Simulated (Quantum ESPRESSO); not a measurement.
# Magnetic state of Mn3InC from several starts

A self-consistent run ends on one state, which hangs on the start. Several orders of Mn3InC are started in Quantum ESPRESSO and their energies compared.

Method: PBEsol; plane waves with GBRV 1.5 PBEsol potentials, no spin-orbit coupling, in Quantum ESPRESSO 7.5.

### Step 1. The starting structure

The structure is cubic, space group Pm-3m (No. 221). Conventional cell: a = 3.949 Å, b = 3.949 Å, c = 3.949 Å, α = 90.00°, β = 90.00°, γ = 90.00°. Nearest to Mn lie 2 C at 1.97 Å and 8 Mn at 2.79 Å and 4 In at 2.79 Å. Nearest to In lie 12 Mn at 2.79 Å. Nearest to C lie 6 Mn at 1.97 Å. Farther neighbours are not listed.

The cell comes from Materials Project 2023-11-01, a database of computed structures, and need not be the stable phase.

### Step 2. Start 1: ferro +++

The signs are those of the starting moments on the seeded atoms, the atoms that are given a moment.

pw.in reads:

```
&CONTROL
  calculation = 'scf'
  prefix = 'pwscf'
  outdir = './tmp'
  pseudo_dir = './pseudo'
  disk_io = 'nowf'
/
&SYSTEM
  ibrav = 0
  celldm(1) = 8
  nat = 5
  ntyp = 3
  ecutwfc = 40
  ecutrho = 280
  nbnd = 46
  occupations = 'smearing'
  smearing = 'fd'
  degauss = 0.0110248
  nspin = 2
  starting_magnetization(1) = 0.2333
  starting_magnetization(2) = 0
  starting_magnetization(3) = 0
/
&ELECTRONS
  conv_thr = 1d-08
  electron_maxstep = 150
  mixing_beta = 0.3
/
ATOMIC_SPECIES
Mn     54.9380 mn_pbesol_v1.5.uspp.F.UPF
In    114.8180 in_pbesol_v1.4.uspp.F.UPF
C      12.0110 c_pbesol_v1.2.uspp.F.UPF
CELL_PARAMETERS alat
   0.9327369259869    0.0000000000000    0.0000000000000
   0.0000000000000    0.9327369259869    0.0000000000000
   0.0000000000000    0.0000000000000    0.9327369259869
ATOMIC_POSITIONS crystal
Mn      0.5000000000    0.0000000000    0.0000000000
Mn      0.0000000000    0.0000000000    0.5000000000
Mn      0.0000000000    0.5000000000    0.0000000000
In      0.5000000000    0.5000000000    0.5000000000
C       0.0000000000    0.0000000000    0.0000000000
K_POINTS automatic
8 8 8 0 0 0
```

The run is started by

```bash
> OMP_NUM_THREADS=1 mpirun -n 4 pw.x -nk 4 -in pw.in > pw.out
```

The log of the run:

```text
Program PWSCF v.7.5 starts

     Message from routine setup:
     using ibrav=0 with symmetry is DISCOURAGED, use correct ibrav instead

     K-points division:     npool     =       4
     Subspace diagonalization in iterative solution of the eigenvalue problem:

     G-vector sticks info
     --------------------
     sticks:   dense  smooth     PW     G-vecs:    dense   smooth      PW
     Sum        1237     709    221                32795    14147    2517

     Using Slab Decomposition

     bravais-lattice index     =            0
     lattice parameter (alat)  =       8.0000  a.u.
     unit-cell volume          =     415.4775 (a.u.)^3
     number of atoms/cell      =            5
     number of atomic types    =            3
     number of electrons       =        62.00
     number of Kohn-Sham states=           46
     kinetic-energy cutoff     =      40.0000  Ry
     charge density cutoff     =     280.0000  Ry
     scf convergence threshold =      1.0E-08
     mixing beta               =       0.3000
     number of iterations used =            8  plain     mixing
     Exchange-correlation= SLA  PW   PSX  PSC
                           (   1   4  10   8   0   0   0)

     celldm(1)=   8.000000  celldm(2)=   0.000000  celldm(3)=   0.000000
     celldm(4)=   0.000000  celldm(5)=   0.000000  celldm(6)=   0.000000

     crystal axes: (cart. coord. in units of alat)
               a(1) = (   0.932737   0.000000   0.000000 )
               a(2) = (   0.000000   0.932737   0.000000 )
               a(3) = (   0.000000   0.000000   0.932737 )

     reciprocal axes: (cart. coord. in units 2 pi/alat)
               b(1) = (  1.072114  0.000000  0.000000 )
               b(2) = (  0.000000  1.072114  0.000000 )
               b(3) = (  0.000000  0.000000  1.072114 )

     PseudoPot. # 1 for Mn read from file:
     mn_pbesol_v1.5.uspp.F.UPF
     Pseudo is Ultrasoft + core correction, Zval = 15.0
     Generated by new atomic code, or converted to UPF format
     Using radial grid of  859 points,  6 beta functions with:
                l(1) =   0
                l(2) =   0
                l(3) =   1
                l(4) =   1
                l(5) =   2
                l(6) =   2
     Q(r) pseudized with  8 coefficients,  rinner =    0.950   0.950   0.950
                                                       0.950   0.950

     PseudoPot. # 2 for In read from file:
     in_pbesol_v1.4.uspp.F.UPF
     Pseudo is Ultrasoft + core correction, Zval = 13.0
     Generated by new atomic code, or converted to UPF format
     Using radial grid of  889 points,  6 beta functions with:
                l(1) =   0
                l(2) =   0
                l(3) =   1
                l(4) =   1
                l(5) =   2
                l(6) =   2
     Q(r) pseudized with  6 coefficients,  rinner =    1.400   1.400   1.400
                                                       1.400   1.400

     PseudoPot. # 3 for C  read from file:
     c_pbesol_v1.2.uspp.F.UPF
     Pseudo is Ultrasoft + core correction, Zval =  4.0
     Generated by new atomic code, or converted to UPF format
     Using radial grid of  721 points,  4 beta functions with:
                l(1) =   0
                l(2) =   0
                l(3) =   1
                l(4) =   1
     Q(r) pseudized with  8 coefficients,  rinner =    1.100   1.100   1.100

     atomic species   valence    mass     pseudopotential
     Mn               15.00    54.93800     Mn( 1.00)
     In               13.00   114.81800     In( 1.00)
     C                 4.00    12.01100     C ( 1.00)

     Starting magnetic structure
     atomic species   magnetization
     Mn              0.233
     In              0.000
     C               0.000

     48 Sym. Ops., with inversion, found

   Cartesian axes

     site n.     atom                  positions (alat units)
         1        Mn     tau(   1) = (   0.4663685   0.0000000   0.0000000  )
         2        Mn     tau(   2) = (   0.0000000   0.0000000   0.4663685  )
         3        Mn     tau(   3) = (   0.0000000   0.4663685   0.0000000  )
         4        In     tau(   4) = (   0.4663685   0.4663685   0.4663685  )
         5        C      tau(   5) = (   0.0000000   0.0000000   0.0000000  )

     number of k points=    35  Fermi-Dirac smearing, width (Ry)=  0.0110
                       cart. coord. in units 2pi/alat
        k(    1) = (   0.0000000   0.0000000   0.0000000), wk =   0.0019531
        k(    2) = (   0.0000000   0.0000000   0.1340142), wk =   0.0117188
        k(    3) = (   0.0000000   0.0000000   0.2680284), wk =   0.0117188
        k(    4) = (   0.0000000   0.0000000   0.4020426), wk =   0.0117188
        k(    5) = (   0.0000000   0.0000000  -0.5360568), wk =   0.0058594
        [... 30 further k-points ...]

     Dense  grid:    32795 G-vectors     FFT dimensions: (  40,  40,  40)

     Smooth grid:    14147 G-vectors     FFT dimensions: (  32,  32,  32)

     Check: negative core charge=   -0.000049
     Generating pointlists ...
     new r_m :   0.1924 (alat units)  1.5390 (a.u.) for type    1
     new r_m :   0.2721 (alat units)  2.1765 (a.u.) for type    2
     new r_m :   0.1924 (alat units)  1.5390 (a.u.) for type    3

     Initial potential from superposition of free atoms

     starting charge      58.9997, renormalised to      62.0000
     Starting wfcs are   52 randomized atomic wfcs

     Self-consistent Calculation

     iteration #  1     ecut=    40.00 Ry     beta= 0.30
     Davidson diagonalization with overlap
     ethr =  1.00E-02,  avg # of iterations =  3.5

     total energy              =    -775.03679077 Ry
     estimated scf accuracy    <      12.48269041 Ry

     total magnetization       =     3.99 Bohr mag/cell
     absolute magnetization    =     4.41 Bohr mag/cell

     iteration #  2     ecut=    40.00 Ry     beta= 0.30
     Davidson diagonalization with overlap
     ethr =  1.00E-02,  avg # of iterations =  2.8

     total energy              =    -777.53875295 Ry
     estimated scf accuracy    <       2.29321640 Ry

     total magnetization       =     7.10 Bohr mag/cell
     absolute magnetization    =     7.74 Bohr mag/cell

     iteration #  3     ecut=    40.00 Ry     beta= 0.30
     Davidson diagonalization with overlap
     ethr =  3.70E-03,  avg # of iterations =  1.7

     total energy              =    -777.89084936 Ry
     estimated scf accuracy    <       0.08312765 Ry

     total magnetization       =     6.99 Bohr mag/cell
     absolute magnetization    =     7.60 Bohr mag/cell

     [... further iterations left out ...]

     iteration # 12     ecut=    40.00 Ry     beta= 0.30
     Davidson diagonalization with overlap
     ethr =  6.94E-09,  avg # of iterations =  2.5

     total energy              =    -777.91294021 Ry
     estimated scf accuracy    <       0.00000040 Ry

     total magnetization       =     5.86 Bohr mag/cell
     absolute magnetization    =     6.56 Bohr mag/cell

     iteration # 13     ecut=    40.00 Ry     beta= 0.30
     Davidson diagonalization with overlap
     ethr =  6.51E-10,  avg # of iterations =  2.0

     total energy              =    -777.91294019 Ry
     estimated scf accuracy    <       0.00000013 Ry

     total magnetization       =     5.86 Bohr mag/cell
     absolute magnetization    =     6.56 Bohr mag/cell

     iteration # 14     ecut=    40.00 Ry     beta= 0.30
     Davidson diagonalization with overlap
     ethr =  2.17E-10,  avg # of iterations =  2.8

     total energy              =    -777.91294046 Ry
     estimated scf accuracy    <       0.00000033 Ry

     total magnetization       =     5.85 Bohr mag/cell
     absolute magnetization    =     6.55 Bohr mag/cell

     iteration # 15     ecut=    40.00 Ry     beta= 0.30
     Davidson diagonalization with overlap
     ethr =  2.17E-10,  avg # of iterations =  2.6

     Magnetic moment per site  (integrated on atomic sphere of radius R)
     atom   1 (R=0.192)  charge= 12.0922  magn=  1.7964
     atom   2 (R=0.192)  charge= 12.0922  magn=  1.7964
     atom   3 (R=0.192)  charge= 12.0922  magn=  1.7964
     atom   4 (R=0.272)  charge= 11.0554  magn= -0.0791
     atom   5 (R=0.192)  charge=  3.0763  magn= -0.1648

     End of self-consistent calculation

     [... lines left out ...]
     the Fermi energy is    16.2733 ev

!    total energy              =    -777.91294059 Ry
     estimated scf accuracy    <          2.0E-09 Ry
     smearing contrib. (-TS)   =      -0.02713865 Ry
     internal energy E=F+TS    =    -777.88580194 Ry

     The total energy is F=E-TS. E is the sum of the following terms:
     one-electron contribution =    -315.55888338 Ry
     hartree contribution      =     197.29228915 Ry
     xc contribution           =    -120.08242216 Ry
     ewald contribution        =    -539.53678556 Ry

     total magnetization       =     5.86 Bohr mag/cell
     absolute magnetization    =     6.55 Bohr mag/cell

     convergence has been achieved in  15 iterations

=------------------------------------------------------------------------------=
   JOB DONE.
=------------------------------------------------------------------------------=
```

The job ended after 54 s (4 MPI ranks of Intel Xeon at 2.70GHz, shared host; peak memory 0.48 GiB).

Spin moment in the atom's sphere by atom:

| atom | spin moment in the atom's sphere (μB) |
| --- | --- |
| Mn1 | 1.80 |
| Mn2 | 1.80 |
| Mn3 | 1.80 |
| In4 | -0.08 |
| C5 | -0.16 |

Read from the output:

- smearing term TS: 0.3692 eV
- magnetization: 5.856 μB
- absolute magnetization: 6.554 μB
- final state: ferromagnetic

### Step 3. Run 2 (antiferro q=(0,0,1/2) +−+−+−)

This order needs a doubled cell of 10 atoms. The wavevector q is in fractions of the reciprocal vectors of the crystal's primitive cell, as the cells of these inputs are built from it; moments change sign between cells as cos(2π q·R).

pw.in reads:

```
&CONTROL
  calculation = 'scf'
  prefix = 'pwscf'
  outdir = './tmp'
  pseudo_dir = './pseudo'
  disk_io = 'nowf'
/
&SYSTEM
  ibrav = 0
  celldm(1) = 8
  nat = 10
  ntyp = 4
  ecutwfc = 40
  ecutrho = 280
  nbnd = 78
  occupations = 'smearing'
  smearing = 'fd'
  degauss = 0.0110248
  nspin = 2
  starting_magnetization(1) = 0.2333
  starting_magnetization(2) = -0.2333
  starting_magnetization(3) = 0
  starting_magnetization(4) = 0
/
&ELECTRONS
  conv_thr = 2d-08
  electron_maxstep = 150
  mixing_beta = 0.3
/
ATOMIC_SPECIES
Mn1    54.9380 mn_pbesol_v1.5.uspp.F.UPF
Mn2    54.9380 mn_pbesol_v1.5.uspp.F.UPF
In    114.8180 in_pbesol_v1.4.uspp.F.UPF
C      12.0110 c_pbesol_v1.2.uspp.F.UPF
CELL_PARAMETERS alat
   0.9327369259869    0.0000000000000    0.0000000000000
   0.0000000000000    0.9327369259869    0.0000000000000
   0.0000000000000    0.0000000000000    1.8654738519739
ATOMIC_POSITIONS crystal
Mn1     0.5000000000    0.0000000000    0.0000000000
Mn2     0.5000000000    0.0000000000    0.5000000000
Mn1     0.0000000000    0.0000000000    0.2500000000
Mn2     0.0000000000    0.0000000000    0.7500000000
Mn1     0.0000000000    0.5000000000    0.0000000000
Mn2     0.0000000000    0.5000000000    0.5000000000
In      0.5000000000    0.5000000000    0.2500000000
In      0.5000000000    0.5000000000    0.7500000000
C       0.0000000000    0.0000000000    0.0000000000
C       0.0000000000    0.0000000000    0.5000000000
K_POINTS automatic
8 8 4 0 0 0
```

The log of the run:

```text
[banner, memory and clock lines left out]
Program PWSCF v.7.5 starts

     Message from routine setup:
     using ibrav=0 with symmetry is DISCOURAGED, use correct ibrav instead

     bravais-lattice index     =            0
     lattice parameter (alat)  =       8.0000  a.u.
     unit-cell volume          =     830.9549 (a.u.)^3
     number of atoms/cell      =           10
     number of atomic types    =            4
     number of electrons       =       124.00
     number of Kohn-Sham states=           78
     kinetic-energy cutoff     =      40.0000  Ry
     charge density cutoff     =     280.0000  Ry
     scf convergence threshold =      2.0E-08
     mixing beta               =       0.3000
     number of iterations used =            8  plain     mixing
     Exchange-correlation= SLA  PW   PSX  PSC
                           (   1   4  10   8   0   0   0)

     celldm(1)=   8.000000  celldm(2)=   0.000000  celldm(3)=   0.000000
     celldm(4)=   0.000000  celldm(5)=   0.000000  celldm(6)=   0.000000

     crystal axes: (cart. coord. in units of alat)
               a(1) = (   0.932737   0.000000   0.000000 )
               a(2) = (   0.000000   0.932737   0.000000 )
               a(3) = (   0.000000   0.000000   1.865474 )

     reciprocal axes: (cart. coord. in units 2 pi/alat)
               b(1) = (  1.072114  0.000000  0.000000 )
               b(2) = (  0.000000  1.072114  0.000000 )
               b(3) = (  0.000000  0.000000  0.536057 )

     PseudoPot. # 1 for Mn read from file:
     mn_pbesol_v1.5.uspp.F.UPF
     Pseudo is Ultrasoft + core correction, Zval = 15.0

     PseudoPot. # 2 for Mn read from file:
     mn_pbesol_v1.5.uspp.F.UPF
     Pseudo is Ultrasoft + core correction, Zval = 15.0

     PseudoPot. # 3 for In read from file:
     in_pbesol_v1.4.uspp.F.UPF
     Pseudo is Ultrasoft + core correction, Zval = 13.0

     PseudoPot. # 4 for C  read from file:
     c_pbesol_v1.2.uspp.F.UPF
     Pseudo is Ultrasoft + core correction, Zval =  4.0

     atomic species   valence    mass     pseudopotential
     Mn1              15.00    54.93800     Mn( 1.00)
     Mn2              15.00    54.93800     Mn( 1.00)
     In               13.00   114.81800     In( 1.00)
     C                 4.00    12.01100     C ( 1.00)

     Starting magnetic structure
     atomic species   magnetization
     Mn1             0.233
     Mn2            -0.233
     In              0.000
     C               0.000

      8 Sym. Ops. (no inversion) found

   Cartesian axes

     site n.     atom                  positions (alat units)
         1        Mn1    tau(   1) = (   0.4663685   0.0000000   0.0000000  )
         2        Mn2    tau(   2) = (   0.4663685   0.0000000   0.9327369  )
         3        Mn1    tau(   3) = (   0.0000000   0.0000000   0.4663685  )
         4        Mn2    tau(   4) = (   0.0000000   0.0000000   1.3991054  )
         5        Mn1    tau(   5) = (   0.0000000   0.4663685   0.0000000  )
         6        Mn2    tau(   6) = (   0.0000000   0.4663685   0.9327369  )
         7        In     tau(   7) = (   0.4663685   0.4663685   0.4663685  )
         8        In     tau(   8) = (   0.4663685   0.4663685   1.3991054  )
         9        C      tau(   9) = (   0.0000000   0.0000000   0.0000000  )
        10        C      tau(  10) = (   0.0000000   0.0000000   0.9327369  )

     number of k points=    45  Fermi-Dirac smearing, width (Ry)=  0.0110
                       cart. coord. in units 2pi/alat
        k(    1) = (   0.0000000   0.0000000   0.0000000), wk =   0.0039062
        k(    2) = (   0.0000000   0.0000000   0.1340142), wk =   0.0078125
        k(    3) = (   0.0000000   0.0000000  -0.2680284), wk =   0.0039062
        k(    4) = (   0.0000000   0.1340142   0.0000000), wk =   0.0156250
        k(    5) = (   0.0000000   0.1340142   0.1340142), wk =   0.0312500
        [... 40 further k-points ...]

     Dense  grid:    65611 G-vectors     FFT dimensions: (  40,  40,  80)

     Smooth grid:    28337 G-vectors     FFT dimensions: (  32,  32,  64)

     Check: negative core charge=   -0.000049
     Generating pointlists ...
     new r_m :   0.1924 (alat units)  1.5390 (a.u.) for type    1
     new r_m :   0.1924 (alat units)  1.5390 (a.u.) for type    2
     new r_m :   0.2721 (alat units)  2.1765 (a.u.) for type    3
     new r_m :   0.1924 (alat units)  1.5390 (a.u.) for type    4

     Initial potential from superposition of free atoms

     starting charge     117.9994, renormalised to     124.0000
     Starting wfcs are  104 randomized atomic wfcs

     Self-consistent Calculation

     iteration #  1     ecut=    40.00 Ry     beta= 0.30
     Davidson diagonalization with overlap
     ethr =  1.00E-02,  avg # of iterations =  3.1

     total energy              =   -1550.25867039 Ry
     estimated scf accuracy    <      24.46338973 Ry

     total magnetization       =    -0.00 Bohr mag/cell
     absolute magnetization    =    10.12 Bohr mag/cell

     iteration #  2     ecut=    40.00 Ry     beta= 0.30
     Davidson diagonalization with overlap
     ethr =  1.00E-02,  avg # of iterations =  4.1

     total energy              =   -1555.04375516 Ry
     estimated scf accuracy    <       4.42889446 Ry

     total magnetization       =     0.03 Bohr mag/cell
     absolute magnetization    =    15.85 Bohr mag/cell

     [... further iterations left out ...]

     iteration # 26     ecut=    40.00 Ry     beta= 0.30
     Davidson diagonalization with overlap
     ethr =  2.37E-11,  avg # of iterations =  2.0

     total energy              =   -1555.81831868 Ry
     estimated scf accuracy    <       0.00000005 Ry

     total magnetization       =    -0.00 Bohr mag/cell
     absolute magnetization    =    13.32 Bohr mag/cell

     iteration # 27     ecut=    40.00 Ry     beta= 0.30
     Davidson diagonalization with overlap
     ethr =  2.37E-11,  avg # of iterations =  2.3

     Magnetic moment per site  (integrated on atomic sphere of radius R)
     atom   1 (R=0.192)  charge= 12.0885  magn=  1.8193
     atom   2 (R=0.192)  charge= 12.0884  magn= -1.8193
     atom   3 (R=0.192)  charge= 12.0856  magn=  1.8643
     atom   4 (R=0.192)  charge= 12.0856  magn= -1.8643
     atom   5 (R=0.192)  charge= 12.0885  magn=  1.8193
     atom   6 (R=0.192)  charge= 12.0884  magn= -1.8193
     atom   7 (R=0.272)  charge= 11.0608  magn= -0.0212
     atom   8 (R=0.272)  charge= 11.0608  magn=  0.0212
     atom   9 (R=0.192)  charge=  3.0838  magn= -0.0951
     atom  10 (R=0.192)  charge=  3.0838  magn=  0.0951

     End of self-consistent calculation

     [... lines left out ...]
     the Fermi energy is    16.2347 ev

!    total energy              =   -1555.81831871 Ry
     estimated scf accuracy    <          7.4E-09 Ry
     smearing contrib. (-TS)   =      -0.05534386 Ry
     internal energy E=F+TS    =   -1555.76297485 Ry

     The total energy is F=E-TS. E is the sum of the following terms:
     one-electron contribution =    -630.92629383 Ry
     hartree contribution      =     394.41275858 Ry
     xc contribution           =    -240.17586848 Ry
     ewald contribution        =   -1079.07357111 Ry

     total magnetization       =    -0.00 Bohr mag/cell
     absolute magnetization    =    13.32 Bohr mag/cell

     convergence has been achieved in  27 iterations
```

Wall time 7.4 min (4 MPI ranks); peak memory 1 GiB; 30 min of CPU time.

Spin moment in the atom's sphere by atom:

| atom | spin moment in the atom's sphere (μB) |
| --- | --- |
| Mn1 | 1.82 |
| Mn2 | -1.82 |
| Mn3 | 1.86 |
| Mn4 | -1.86 |
| Mn5 | 1.82 |
| Mn6 | -1.82 |
| In7 | -0.02 |
| In8 | 0.02 |
| C9 | -0.10 |
| C10 | 0.10 |

This step gave:

```yaml
smearing_term_ts: 0.7530 eV
magnetization: 0 μB
absolute_magnetization: 13.32 μB
final_state: antiferromagnetic
```

(Part 1 of 2 ends here.)

[Logs and program files are shortened in this print: banners, set-up blocks, solver, clock and traceback lines can be left out without a mark of their own.]

[Logs are printed without paths, hosts, clocks, repeated set-up lines and the standing remarks that a program may print on its own settings, such as how far it seeks lower states.]

[Hosts, paths, dates, database ids (printed as entryN), source tags and the programs' standing remarks are cut or masked in the printed files.]

[Where a cell is said to come from a database of computed structures, the database is the Materials Project.]
